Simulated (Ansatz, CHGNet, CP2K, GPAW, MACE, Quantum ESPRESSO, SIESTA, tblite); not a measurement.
# Random packing of 70AlN-30Al2O3 (mol %) (78 atoms) in other programs, against a plane-wave reference

How near do other programs and methods come to a plane-wave reference for random packing of 70AlN-30Al2O3 (mol %) (78 atoms)? A plane-wave run serves as the reference.

Calculated with Ansatz 0.2.0; Kohn-Sham DFT, PBE, PAW, plane waves.

**1. The structure**

The cell holds 78 atoms: 35 Al, 19 N and 24 O. Its edges and angles: a = 9.322 Å, b = 9.322 Å, c = 9.322 Å, α = 90.0°, β = 90.0°, γ = 90.0°. 78 atoms (35 Al, 19 N, 24 O) packed at random in a cube at 3.27 g/cm³ and pushed apart as soft spheres, cations and anions kept from their own kind; a start for melting by ab initio MD, not an equilibrated structure. Then every atom was moved at random, 0.05 Å r.m.s. a Cartesian component.

Structure file:

```xyz
78
Lattice="9.3224 0.0000 0.0000 0.0000 9.3224 0.0000 0.0000 0.0000 9.3224" Properties=species:S:1:pos:R:3 pbc="T T T"
Al    7.0161    1.5249    3.1293
Al    9.2968    0.8400    5.4818
Al    1.9213    5.7390    6.9604
Al    9.0494    7.6084    3.5026
Al    8.3253    2.8096    7.0792
Al    3.7782    1.8177    1.0210
Al    8.9292    5.2465    4.1817
Al    5.0003    4.4604    0.9134
Al    7.3815    3.0983    0.0268
Al    1.0999    8.5438    0.7775
Al    1.9945    6.1742    0.3224
Al    0.7159    3.0929    5.3551
Al    6.2535    8.1268    2.6922
Al    4.2172    4.1489    5.0094
Al    7.4372    8.4696    5.3693
Al    2.1245    2.7307    7.2395
Al    6.9874    5.7014    0.4518
Al    0.7175    1.7259    0.4989
Al    8.9779    5.6244    8.0568
Al    4.7679    2.9681    8.1865
Al    2.7716    3.8786    0.1123
Al    2.6396    7.5493    2.3051
Al    4.8435    0.2038    4.3275
Al    1.5743    9.0165    3.9018
Al    6.1233    1.3530    0.8761
Al    0.6436    2.9822    2.9752
Al    2.1695    9.2447    8.1832
Al    4.5454    5.9251    8.2183
Al    9.0068    0.3645    8.0369
Al    8.1016    7.7709    1.2443
Al    7.5676    7.5345    8.2222
Al    4.7769    0.7104    7.1485
Al    4.5711    7.7585    5.9824
Al    6.1229    5.9794    4.5403
Al    6.0583    4.5922    6.6782
N     6.1972    0.7054    5.5247
N     0.6032    3.8463    7.0238
N     7.2772    4.5786    8.1299
N     5.8228    7.8124    4.5898
N     0.7590    1.3973    7.0082
N     0.0830    7.5066    8.5191
N     2.3074    1.8317    8.9218
N     7.7393    4.3463    5.7635
N     3.4273    4.1900    7.3392
N     6.2143    7.9342    6.9627
N     1.1216    5.6096    2.9793
N     3.5074    7.2487    9.1080
N     4.6225    2.5293    5.8314
N     5.9006    6.9215    8.9818
N     0.4510    8.4614    6.3253
N     4.2160    5.7326    5.9181
N     6.9612    3.7422    2.2484
N     4.1056    6.8824    3.1854
N     0.3008    9.0350    2.4915
O     5.3408    8.8909    1.3586
O     6.0033    3.9870    4.1905
O     8.3397    5.7209    2.3189
O     1.9201    3.8048    4.1186
O     1.8800    3.7964    1.7482
O     3.1214    9.1072    4.8208
O     8.4610    0.1397    0.4370
O     7.3208    0.7781    8.0284
O     3.0034    0.8640    6.7843
O     8.5150    2.9510    3.9982
O     1.9049    1.6226    3.7304
O     3.0113    8.1079    6.9045
O     6.0091    5.7281    2.2158
O     8.0807    0.4419    4.0397
O     8.7912    6.4315    6.0187
O     0.1249    5.4910    0.4591
O     5.2526    1.9025    3.8276
O     9.2333    3.3153    9.2562
O     1.9947    6.9391    5.1178
O     2.7885    0.3247    1.4485
O     4.4165    0.8361    8.9343
O     3.3364    5.5158    1.3710
O     3.6744    3.2043    3.0777
O     6.6025    2.5684    6.9611
```

**2. The reference run**

The PAW files are the set soft_2.

input.yaml

```yaml
crystal:
  lattice:
    - [9.3224, 0.0, 0.0]
    - [0.0, 9.3224, 0.0]
    - [0.0, 0.0, 9.3224]
  atoms:
    - { symbol: Al, position: [0.75261, 0.16357, 0.33567] }
    - { symbol: Al, position: [0.99725, 0.09011, 0.58802] }
    - { symbol: Al, position: [0.20609, 0.61561, 0.74663] }
    - { symbol: Al, position: [0.97072, 0.81614, 0.37572] }
    [... 68 atom lines left out ...]
    - { symbol: O, position: [0.21397, 0.74435, 0.54898] }
    - { symbol: O, position: [0.29912, 0.03483, 0.15538] }
    - { symbol: O, position: [0.47375, 0.08969, 0.95837] }
    - { symbol: O, position: [0.35789, 0.59167, 0.14706] }
    - { symbol: O, position: [0.39415, 0.34372, 0.33014] }
    - { symbol: O, position: [0.70824, 0.27551, 0.74671] }
kpoints:
  mp_grid: { grid: [1, 1, 1] }
hamiltonian:
  xc: pbe
scf:
  occupations: { method: fermi_dirac, width: 0.05 }
output:
  forces: true
  eigenvalues: true
  populations: true
  stress: true
```

Command:

```sh
ansatz run input.yaml --threads 6 --pin off --max-ram 18432MiB --backend cpu --events-out ev --progress --plain --runs-dir out
```

Numbers of over 12 decimals in the logs are rounded to 6 here.

Output:

```text
[...]
Pseudopotentials: kind: paw
Pseudopotential: Al, paw, valence charge 3, recommended cutoff 420 eV (normal), Al.paw.azcp
Pseudopotential: N, paw, valence charge 5, recommended cutoff 420 eV (normal), N.paw.azcp
Pseudopotential: O, paw, valence charge 6, recommended cutoff 420 eV (normal), O.paw.azcp
[... 5 lines on functional and potentials left out ...]
Crystal: 78 atoms, lattice volume = 810.183 Å³
Basis set: ecut = 420 eV, 15791 PW (Γ), exchange–correlation on 128×128×128 points (8 copies of the dense FFT grid, shifted against one another)
Bands: 250, of which v1, the nominal top of the filled ones, is band 172 counted from 1 (171 counted from 0)
Symmetry: 1 space group operations
Space group: P1 (ITA 1), of the structure as read, at distance tolerance 9.3e-5 Å
k-points: 1
[... 7 lines on functional and potentials left out ...]
Initial density: superposition of atomic densities (neutral atoms: chi_scale 0, normalization atom), corrected by the library's trained network
Initial wavefunctions: pseudopotential atomic-orbital guess
[...]
SCF iter   1: F=—  HF=-39676.150939 eV  |F-HF|=—  |Δ(HF+E_count)|=         —  Δρ=1.71e-2  dr2=3.44e0  ethr=1.77e-3  ⟨swp⟩=6.0  Hψ=1110  notcnv=0  defer=17
preconditioner: auto → Kerker (q_TF=auto, 2.365 Å⁻¹)  [metal: Δε(μ)=0.051 eV  Ē_g=11.232 eV  σ=0.050 eV  W_gap=0.25  n_scr=178 (ndim 8)  ℏωp=24.2 eV  f_vac=0.000  D(μ)=24.47/eV (n_scr^D=178)]
[...]
SCF iter   9: F=—  HF=-39675.789575 eV  |F-HF|=—  |Δ(HF+E_count)|=   2.87e-7  Δρ=5.56e-6  dr2=5.16e-7  ethr=1.48e-9  ⟨swp⟩=3.0  Hψ=354  notcnv=0  defer=58
SCF iter  10: F=-39675.789575 eV  HF=-39675.789575 eV  |F-HF|=5.64e-8  |Δ(HF+E_count)|=   3.61e-8  Δρ=1.91e-6  dr2=8.81e-8  ethr=2.91e-11  ⟨swp⟩=13.0  Hψ=1295  notcnv=0
SCF 1 converged in 10 iterations: F = -39675.789575 eV  dr2 = 8.81e-8
[...]
SCF converged after 10 iterations
Free energy (F): -39675.789575 eV
Harris-Foulkes:  -39675.789575 eV  (|F-HF|=5.64e-8)
Internal energy: -39675.555454 eV  (E = F + TS)
E sigma→0 (E₀):  -39675.672515 eV
Entropy (-TS):   -0.234121 eV (-3.002 meV/atom)
Fermi energy:    8.255817 eV
--- Per-component energies (eV) ---
[...]
Σ components = -39675.789575   (vs F -39675.789575, Δ=0.00e0)
--- Forces (eV/Å), atoms counted from 1 ---
  atom   1  Al    -0.21580667     3.92814453     2.12750500
  atom   2  Al    -0.31277376    -2.44110731    -1.90960726
  atom   3  Al     1.45436367     0.77201421    -3.34300930
  atom   4  Al    -0.82661297    -1.99938891    -0.23643757
[...]
atom  78  O     -2.44297733     1.56413839     1.87087874
  max |Σ_I F_I| component: 1.22e-4 eV/Å
--- Stress (GPa, compression-positive) ---
        7.687144       0.587951      -1.382883
        0.587947      11.305651       0.731553
       -1.382882       0.731565      12.682619
  P = ⅓ Tr σ = 10.5585 GPa (105.585 kbar)
--- Band table (eV) ---
  k-point 0: bands = ["-12.0528", "-11.8639", "-11.5284", "-11.4462", [... 234 levels ...], "15.3233", "15.3394", "15.4529", "15.5356", "15.7005", "15.7833", "15.8423", "15.9857", "16.0039", "16.0990", "16.1596", "16.2568"]
--- Löwdin populations: 78 sites ---
  site symbol       q [e]
     0     Al      2.0829
     1     Al      2.1353
     2     Al      2.1186
[...]
77      O      6.6197
  spilling = 0.010758 (of n_electrons = 344.000000)
```

Wall time 5.7 s (6 threads of Intel Xeon at 2.30GHz, shared host); peak memory 0.96 GiB.

Read from the output:

- free energy: -39675.7896 eV
- free energy per atom: -508.6640 eV/atom
- SCF cycles: 10
- pressure: 10.56 GPa
- r.m.s. force component: 2.025 eV/Å
- longest force: 5.887 eV/Å
- Fermi energy: 8.256 eV
- levels partly filled by over 2 per cent: 6
- spilling of the projection: 0.01076

Length of the force by element:

```csv
element,coordination,atoms,mean length of the force (eV/Å),spread,least,most
Al,all,35,3.46,1.25,1.30,5.89
N,all,19,3.15,1.13,0.417,5.10
O,all,24,3.16,1.20,0.915,5.35
```

Löwdin charges by element (they lack the spilled electrons, 0.047 e an atom on average):

```csv
element,coordination,atoms,mean charge (e),spread,least,most
Al,all,35,0.884,0.158,0.551,1.14
N,all,19,-0.680,0.182,-0.934,-0.344
O,all,24,-0.597,0.0854,-0.731,-0.365
```

The levels nearest the highest filled one (over half full), pooled over k-points and spins:

```csv
level less the highest filled one (eV),occupation
-0.303,2.00
-0.258,1.99
-0.209,1.98
-0.170,1.96
-0.0867,1.79
0,1.20
0.0326,0.878
0.159,0.118
0.204,0.05
0.236,0.026
0.289,0.009
0.412,0.001
```

The run ends at a pressure of 10.56 GPa, with forces up to 5.9 eV/Å.

**3. The other programs**

The programs:
- CHGNet: machine-learned potential, published weights.
- CP2K 2026.2: Gaussian basis with GTH pseudopotentials and a plane-wave density; labels give functional, basis (MOLOPT sets; SR short-range, UZH the newer set with its own potentials), grid cutoff/relative cutoff and solver (OT: orbital transformation; TRS4, TC2, SIGN: linear-scaling purification with its sparsity filter), or its built-in tight binding.
- GPAW 26.7.0: PAW with atomic orbitals (LCAO), plane waves or a real-space grid of spacing h.
- MACE: machine-learned potential, published weights.
- Quantum ESPRESSO 7.5: plane waves; labels (QE) give functional, pseudopotential set and cutoffs of waves/density.
- SIESTA 5.4.2: numerical atomic orbitals, whose automatically made sets are far from complete, with PseudoDojo norm-conserving potentials that we converted to its format (checked against plane waves on the same files for H, C, O, Si, Ge and Ca alone); labels give functional, basis size, energy shift and mesh cutoff.
- tblite 0.8.0: extended tight binding, driven from Python.

All use the same cell and atoms; the electronic-structure runs use the same k-mesh, and an electronic temperature of 580 K (0.05 eV) where levels are smeared.

Differences are against the plane-wave reference, forces as r.m.s. over components; share is that over the reference's r.m.s. force, slope the least-squares factor from reference forces to these. Total energies of different programs have different zeros and aren't compared.

```csv
run,"Δ force, r.m.s. (meV/Å)",share (%),slope,Δ pressure (GPa),cores,CPU time,memory (GiB)
reference,-,-,-,-,6,22 s,0.96
CHGNet r2SCAN potential,702,34.7,1.021,-12.6,1,5.6 s,1.6
"CP2K PBE, DZVP-MOLOPT-SR, 300/50 Ry, diagonalisation (coarse)",66.3,3.27,0.990,-0.194,2,10 min,0.98
"CP2K PBE, DZVP-MOLOPT-SR, 600/50 Ry, diagonalisation",46.7,2.30,0.995,-0.251,4,14 min,3.4
"CP2K PBE, DZVP-MOLOPT-SR, 840/50 Ry, diagonalisation",43.1,2.13,0.994,-0.252,4,18 min,5.3
"CP2K PBE, SZV-MOLOPT-SR, 600/50 Ry, diagonalisation (coarse)",707,34.9,0.927,22.2,2,8.1 min,2.2
"GPAW PBE, LCAO dzp, h 0.16 Å",227,11.2,0.967,-,2,25 min,2.6
"GPAW PBE, LCAO dzp, h 0.18 Å",231,11.4,0.967,-,1,16 min,1.6
MACE MP-0b2 small potential,519,25.6,0.939,-2.75,1,8.4 s,0.66
MACE MP-0b3 medium potential,509,25.2,0.950,-1.33,1,10 s,1.2
"QE PBE, sssp-1.3.0-efficiency, 60/480 Ry",27.7,1.37,0.999,0.0608,2,25 min,2.8
"SIESTA PBE, DZ, shift 0.01 Ry, mesh 500 Ry (coarse)",609,30.1,0.981,7.66,2,10 min,1.6
"SIESTA PBE, DZP, shift 0.01 Ry, mesh 500 Ry",159,7.86,0.987,1.99,2,30 min,2.6
tblite GFN1-xTB,965,47.7,0.701,23.3,1,15 s,0.12
```

Rows marked coarse were listed beforehand as settings not expected to be converged; some can still land near the reference.

Times of the machine-learned potentials are mostly Python's start and the loading of weights.

CPU time is summed over cores on a shared host, where runs went side by side, so it is rough. Symmetry, cutoffs, thresholds, outputs and thread counts weren't matched or tuned between programs; memory under MPI is the largest rank's times the ranks.

Runs without a result: CP2K GFN1-xTB, diagonalisation (not converged, the SCF not settling); SIESTA PBE, SZP, shift 0.01 Ry, mesh 500 Ry (cut off at its time limit of 9.1 min); GPAW PBE, LCAO szp(dzp), h 0.18 Å (cut off at its time limit of 11 min).

Mean charges by element (e), by run and scheme:

```csv
run,scheme,Al,N,O
reference,Löwdin,+0.88,-0.68,-0.60
"CP2K PBE, DZVP-MOLOPT-SR, 600/50 Ry, diagonalisation",Mulliken,+0.54,-0.44,-0.45
"CP2K PBE, DZVP-MOLOPT-SR, 600/50 Ry, diagonalisation",Hirshfeld,+0.28,-0.24,-0.23
"CP2K PBE, DZVP-MOLOPT-SR, 840/50 Ry, diagonalisation",Mulliken,+0.54,-0.44,-0.45
"CP2K PBE, DZVP-MOLOPT-SR, 840/50 Ry, diagonalisation",Hirshfeld,+0.28,-0.24,-0.23
"SIESTA PBE, DZP, shift 0.01 Ry, mesh 500 Ry",Hirshfeld,+0.22,-0.18,-0.17
tblite GFN1-xTB,Mulliken,+0.36,-0.17,-0.39
```

The reference's Löwdin charges lack the electrons that the projection spills, 0.047 e an atom on average.

Within one program, basis, potentials and functional, energies share a zero. Each run against its twin at the usual cutoff or grid and solver:

```csv
run,twin,Δ energy (meV/atom),"Δ force, r.m.s. (meV/Å)",CPU time over the twin's
"CP2K PBE, DZVP-MOLOPT-SR, 300/50 Ry, diagonalisation","DZVP-MOLOPT-SR, 600/50 Ry, diagonalisation",-0.599,54.5,0.72 (this twin ran on 4 cores)
"CP2K PBE, DZVP-MOLOPT-SR, 840/50 Ry, diagonalisation","DZVP-MOLOPT-SR, 600/50 Ry, diagonalisation",0.0184,19.8,1.3
"GPAW PBE, LCAO dzp, h 0.16 Å","LCAO dzp, h 0.18 Å",-40.7,19.5,1.5 (this twin ran on 1 cores)
```

**4. What came out**

```json
{
  "reference r.m.s. force component": "2.03 eV/Å",
  "nearest in forces": "QE PBE, sssp-1.3.0-efficiency, 60/480 Ry, 1.4 %",
  "farthest in forces": "tblite GFN1-xTB, 48 %",
  "cheapest electronic-structure run beside the reference": "tblite GFN1-xTB, 15 s of CPU time"
}
```

In words: PBE on plane waves or a grid with other potentials, cutoffs or grids, coarse settings apart, differs from the reference by 1.4 % (QE PBE, sssp-1.3.0-efficiency, 60/480 Ry) of the r.m.s. force; this holds the reference's own error, so differences of a few per cent don't tell which side is nearer the exact PBE result (QE's 60 Ry are 816 eV, against the reference's 420 eV). The PBE runs in local orbitals, coarse settings apart, differ by 2.1 % (CP2K PBE, DZVP-MOLOPT-SR, 840/50 Ry, diagonalisation) to 11 % (GPAW PBE, LCAO dzp, h 0.18 Å); basis, grid and potentials can all enter. Tight binding differs by 48 % (tblite GFN1-xTB); it is another model, with fitted parameters of its own, and the xTB methods hold dispersion. Machine-learned potentials differ by 25 % (MACE MP-0b3 medium potential) to 35 % (CHGNet r2SCAN potential); they were trained on other programs' data, some at another functional. Runs with settings chosen to be coarse differ by 3.3 % (CP2K PBE, DZVP-MOLOPT-SR, 300/50 Ry, diagonalisation) to 35 % (CP2K PBE, SZV-MOLOPT-SR, 600/50 Ry, diagonalisation), their programs' other errors included. None of the electronic-structure runs in the table takes under half the reference's CPU time of 22 s; they take 0.70 to 81 times as much. In pressure, CP2K PBE, SZV-MOLOPT-SR, 600/50 Ry, diagonalisation misses by +22.2 GPa, at the same functional. Charges hang on model, scheme and program or settings: among these rows the mean for Al runs from +0.22 to +0.88 e. In the reference: counting bands leaves a spacing of only 0.033 eV (at Γ alone), which the smearing bridges: 6 levels are partly filled by over 2 %, so a gap, if any, is small at this level. In the reference: mean Löwdin charges: Al +0.88, N -0.68, O -0.60 e (they miss 1.1 % of the electrons, so they add up to more than the cell's charge). Periodic xTB results under one method name differ between programs and library versions. Machine-learned potentials mimic data converged in k, so the reference's own k-point error enters their differences. The reference's stress is far from hydrostatic: its diagonal is 7.7, 11.3, 12.7 GPa, compression counted positive. The reference's pressure of 11 GPa belongs to a cell and atoms that aren't relaxed at this level. The electronic-structure runs sample only Γ, in a cell whose shortest periodic width is 9 Å, which is coarse for a cell with partly filled levels.

[Also dropped from logs without a mark: logging warnings of Python, and SIESTA's first energy breakdown and zero terms.]

[Logs are printed without paths, hosts, clocks, repeated set-up lines and the standing remarks that a program may print on its own settings, such as how far it seeks lower states.]

[Hosts, paths, dates, database ids (printed as entryN), source tags and the programs' standing remarks are cut or masked in the printed files.]
